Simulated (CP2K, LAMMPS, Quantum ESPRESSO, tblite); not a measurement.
## Amorphous film on crystalline SiC with 20 % Si on C sites, (100) (160 atoms): one structure in several programs

Wanted: errors and costs of other methods on amorphous film on crystalline SiC with 20 % Si on C sites, (100) (160 atoms). A plane-wave run serves as the reference.

Calculated with Quantum ESPRESSO 7.5; Kohn-Sham DFT, PBE, SSSP efficiency 1.3.0 pseudopotentials, plane waves.

### 1. The starting structure

The cell holds 160 atoms: 96 Si and 64 C. Its edges and angles: a = 8.720 Å, b = 8.720 Å, c = 34.149 Å, α = 90.0°, β = 90.0°, γ = 90.0°. It derives from SiC (zincblende SiC). A 2 x 2 x 5 block of zincblende SiC (a = 4.36 Å), 20 % of C replaced at random by Si with its (100) planes normal to z; the lower 60 % held fixed, the rest melted at 5000 K for 10 ps and cooled to 300 K at 200 K/ps with the Erhart-Albe potential (Erhart and Albe, Phys. Rev. B 71, 035211 (2005)); then all atoms free for 10 ps at 300 K, under 12 Å of vacuum. Regions: crystal, 96 atoms (56 Si and 40 C); amorphous, 64 atoms (40 Si and 24 C). Vacuum lies along c.

### 2. The reference run

Input file pw.in:

```
&control
  calculation = 'scf'
  pseudo_dir = './pseudo'
  outdir = './tmp'
  disk_io = 'none'
  tprnfor = .true.
/
&system
  ibrav = 0
  nat = 160
  ntyp = 2
  ecutwfc = 45
  ecutrho = 360
  nosym = .true.
  occupations = 'smearing'
  smearing = 'fd'
  degauss = 0.003675
/
&electrons
  conv_thr = 8.0e-07
  electron_maxstep = 100
  mixing_beta = 0.2
  mixing_mode = 'local-TF'
  diagonalization = 'david'
/
ATOMIC_SPECIES
Si 28.085 Si.upf
C 12.011 C.upf
CELL_PARAMETERS angstrom
8.72000 0.00000 0.00000
0.00000 8.72000 0.00000
0.00000 0.00000 34.14880
ATOMIC_POSITIONS crystal
Si 0.03267 0.94478 0.99155
C 0.12510 0.10622 0.01997
Si 0.99257 0.22851 0.05223
Si 0.15106 0.35860 0.08935
Si 0.23804 0.99905 0.06079
C 0.39288 0.10033 0.09331
Si 0.19327 0.24074 0.98112
Si 0.38548 0.35421 0.01252
Si 0.01494 0.98512 0.12722
C 0.14300 0.10380 0.16089
Si 0.00488 0.21673 0.19034
Si 0.12785 0.35735 0.22964
[... 144 atom lines left out ...]
Si 0.59900 0.98895 0.66564
C 0.06444 0.73212 0.52645
Si 0.66449 0.10318 0.47065
C 0.08075 0.34161 0.56233
K_POINTS gamma
```

On the command line:

```bash
> OMP_NUM_THREADS=1 mpirun -np 4 pw.x -in pw.in > output.txt
```

What it wrote:

```text
Program PWSCF
     gamma-point specific algorithms are used
     one sub-group per band group will be used
     scalapack distributed-memory algorithm (size of sub-group:  2*  2 procs)
     Parallelization info
     sticks:   dense  smooth     PW     G-vecs:    dense   smooth      PW
     Min        1946     972    242               505338   178660   22354
     Max        1947     974    244               505359   178678   22384
     Sum        7785    3893    973              2021389   714679   89485
     bravais-lattice index     =            0
     lattice parameter (alat)  =      16.4784  a.u.
     unit-cell volume          =   17522.8611 (a.u.)^3
     number of atoms/cell      =          160
     number of atomic types    =            2
     number of electrons       =       640.00
[... lines left out ...]
     scf convergence threshold =      8.0E-07
[... lines left out ...]
     number of k points=     1  Fermi-Dirac smearing, width (Ry)=  0.0037
[... lines left out ...]
     total energy              =   -2276.63609475 Ry
[... lines left out ...]
     total energy              =   -2271.28059532 Ry
[... lines left out ...]
     total energy              =   -2272.62483953 Ry
[... lines left out ...]
     c_bands:  1 eigenvalues not converged
[... lines left out ...]
     total energy              =   -2272.19453581 Ry
[... lines left out ...]
     total energy              =   -2272.19453629 Ry
     estimated scf accuracy    <       0.00000157 Ry
     iteration # 25     ecut=    45.00 Ry     beta= 0.20
     negative rho (up, down):  2.854E-04 0.000E+00
     End of self-consistent calculation
          k = 0.0000 0.0000 0.0000 ( 44743 PWs)   bands (ev):
   -11.1900 -11.0240 -10.4402 -10.1801 -10.0119  -9.8503  -9.6558  -9.4004
    -9.1694  -9.1055  -8.9942  -8.9243  -8.8379  -8.7234  -8.7116  -8.6201
    -8.6047  -8.4496  -8.4197  -8.3782  -8.2360  -8.1097  -8.0791  -7.9220
[...]
8.7534   8.7841   8.8293   8.8858   8.9212   8.9324   8.9835   9.0053
     9.0928   9.1118   9.1368   9.1672   9.1943   9.2666   9.2694   9.3017
     the Fermi energy is     5.7881 ev
!    total energy              =   -2272.19453597 Ry
     estimated scf accuracy    <       0.00000068 Ry
     smearing contrib. (-TS)   =      -0.02874578 Ry
     internal energy E=F+TS    =   -2272.16579018 Ry
     The total energy is F=E-TS. E is the sum of the following terms:
     one-electron contribution =  -14837.42664260 Ry
     hartree contribution      =    7721.11689757 Ry
     xc contribution           =    -894.81386024 Ry
     ewald contribution        =    6133.63127634 Ry
     one-center paw contrib.   =    -394.67346125 Ry
     convergence has been achieved in  25 iterations
     negative rho (up, down):  2.854E-04 0.000E+00
     Forces acting on atoms (cartesian axes, Ry/au):
     atom    1 type  1   force =    -0.02746164    0.05623290    0.02579974
     atom    2 type  2   force =    -0.03981808   -0.01353339    0.05323969
     atom    3 type  1   force =     0.01987203   -0.06866629   -0.00962071
[...]
atom  159 type  1   force =    -0.02334665    0.02235734    0.01833111
     atom  160 type  2   force =     0.01487094   -0.02199159   -0.02904443
     Total force =     0.753671     Total SCF correction =     0.001432
     Message from routine punch:
     Nothing written, as per user request (disk_io='none')
```

The job ended after 12 min (4 MPI ranks of Arm Neoverse V1, shared host; peak memory 9.6 GiB).

Banners, paths, timers and routine set-up lines are dropped from the logs unmarked, and long logs keep their key lines alone; longer cuts are marked.

Numbers from this run:

- r.m.s. force component: 0.8845 eV/Å
- longest force: 3.81 eV/Å

### 3. What was run beside it

The programs:
- CP2K 2026.2: Gaussian basis with GTH pseudopotentials and a plane-wave density; labels give functional, basis (MOLOPT sets; SR short-range, UZH the newer set with its own potentials), grid cutoff/relative cutoff and solver (OT: orbital transformation; TRS4, TC2, SIGN: linear-scaling purification with its sparsity filter), or its built-in tight binding.

All use the same cell and atoms; the electronic-structure runs use the same k-mesh, and an electronic temperature of 580 K (0.05 eV) where levels are smeared.

Differences are against the plane-wave reference, forces as r.m.s. over components; share is that over the reference's r.m.s. force, slope the least-squares factor from reference forces to these. Total energies of different programs have different zeros and aren't compared.

| run | Δ force, r.m.s. (meV/Å) | share (%) | slope | cores | CPU time | memory (GiB) |
| --- | --- | --- | --- | --- | --- | --- |
| reference | - | - | - | 4 | 49 min | 9.6 |
| CP2K PBE+D3(BJ), DZVP-UZH, 450/50 Ry, diagonalisation | 86.9 | 9.83 | 1.001 | 4 | 45 min | 7.4 |
| CP2K PBE, DZVP-UZH, 157/50 Ry, diagonalisation (coarse) | 70.6 | 7.98 | 1.003 | 4 | 33 min | 3.2 |
| CP2K PBE, DZVP-UZH, 450/50 Ry, diagonalisation | 67.7 | 7.65 | 1.002 | 4 | 44 min | 7.3 |
| CP2K PBE, DZVP-UZH, 450/70 Ry, diagonalisation | 67.7 | 7.65 | 1.002 | 4 | 51 min | 7.3 |
| CP2K PBE, SZV-MOLOPT-SR, 450/50 Ry, diagonalisation (coarse) | 533 | 60.2 | 1.297 | 2 | 12 min | 5.2 |

Rows marked coarse were listed beforehand as settings not expected to be converged; some can still land near the reference.

CPU time is summed over cores on a shared host, where runs went side by side, so it is rough. Symmetry, cutoffs, thresholds, outputs and thread counts weren't matched or tuned between programs; memory under MPI is the largest rank's times the ranks.

Runs without a result: tblite GFN1-xTB (not converged).

Mean charges by element (e), by run and scheme:

| run | scheme | Si | C |
| --- | --- | --- | --- |
| CP2K PBE+D3(BJ), DZVP-UZH, 450/50 Ry, diagonalisation | Mulliken | +0.35 | -0.53 |
| CP2K PBE+D3(BJ), DZVP-UZH, 450/50 Ry, diagonalisation | Hirshfeld | +0.17 | -0.25 |
| CP2K PBE, DZVP-UZH, 450/50 Ry, diagonalisation | Mulliken | +0.35 | -0.53 |
| CP2K PBE, DZVP-UZH, 450/50 Ry, diagonalisation | Hirshfeld | +0.17 | -0.25 |
| CP2K PBE, DZVP-UZH, 450/70 Ry, diagonalisation | Mulliken | +0.35 | -0.53 |
| CP2K PBE, DZVP-UZH, 450/70 Ry, diagonalisation | Hirshfeld | +0.17 | -0.25 |

Within one program, basis, potentials and functional, energies share a zero. Each run against its twin at the usual cutoff or grid and solver:

| run | twin | Δ energy (meV/atom) | Δ force, r.m.s. (meV/Å) | CPU time over the twin's |
| --- | --- | --- | --- | --- |
| CP2K PBE, DZVP-UZH, 157/50 Ry, diagonalisation | DZVP-UZH, 450/50 Ry, diagonalisation | -0.179 | 21.8 | 0.76 |
| CP2K PBE, DZVP-UZH, 450/70 Ry, diagonalisation | DZVP-UZH, 450/50 Ry, diagonalisation | 1.0e-4 | 0.074 | 1.2 |

### 4. Outcome

```json
{
 "reference r.m.s. force component": "0.884 eV/Å",
 "nearest in forces": "a tie at 7.7 % of 2 runs: CP2K PBE, DZVP-UZH, 450/50 Ry, diagonalisation; CP2K PBE, DZVP-UZH, 450/70 Ry, diagonalisation",
 "farthest in forces": "CP2K PBE, SZV-MOLOPT-SR, 450/50 Ry, diagonalisation (coarse), 60 %",
 "cheapest electronic-structure run beside the reference": "CP2K PBE, SZV-MOLOPT-SR, 450/50 Ry, diagonalisation, 12 min of CPU time"
}
```

In words: The PBE runs in local orbitals, coarse settings apart, differ by 7.7 % in each run; basis, grid and potentials can all enter. Rows with another functional or a dispersion term differ by 9.8 % (CP2K PBE+D3(BJ), DZVP-UZH, 450/50 Ry, diagonalisation), which mixes the change of model with differences of basis and potentials. Runs with settings chosen to be coarse differ by 8.0 % (CP2K PBE, DZVP-UZH, 157/50 Ry, diagonalisation) to 60 % (CP2K PBE, SZV-MOLOPT-SR, 450/50 Ry, diagonalisation), their programs' other errors included. One electronic-structure run takes under half the reference's CPU time: CP2K PBE, SZV-MOLOPT-SR, 450/50 Ry, diagonalisation, at 60 % in 12 min against 49 min, too far off to be of use. Charges hang on scheme and program or settings: among these rows the mean for C runs from -0.53 to -0.25 e. In the reference: levels near the Fermi energy are neither full nor empty under the smearing, so no gap is quoted. The network of bonds at the start is that of the classical potential that made the cell, and needn't be the one that DFT or experiment would give. The runs have no spin polarisation, so any moments at edges, vacancies or dangling bonds can't form. The electronic-structure runs sample only Γ, in a cell whose shortest periodic width is 9 Å, which is coarse for a cell with partly filled levels.

[Also dropped from logs without a mark: logging warnings of Python, and SIESTA's first energy breakdown and zero terms.]

[Logs are printed without paths, hosts, clocks, repeated set-up lines and the standing remarks that a program may print on its own settings, such as how far it seeks lower states.]

[Hosts, paths, dates, database ids (printed as entryN), source tags and the programs' standing remarks are cut or masked in the printed files.]
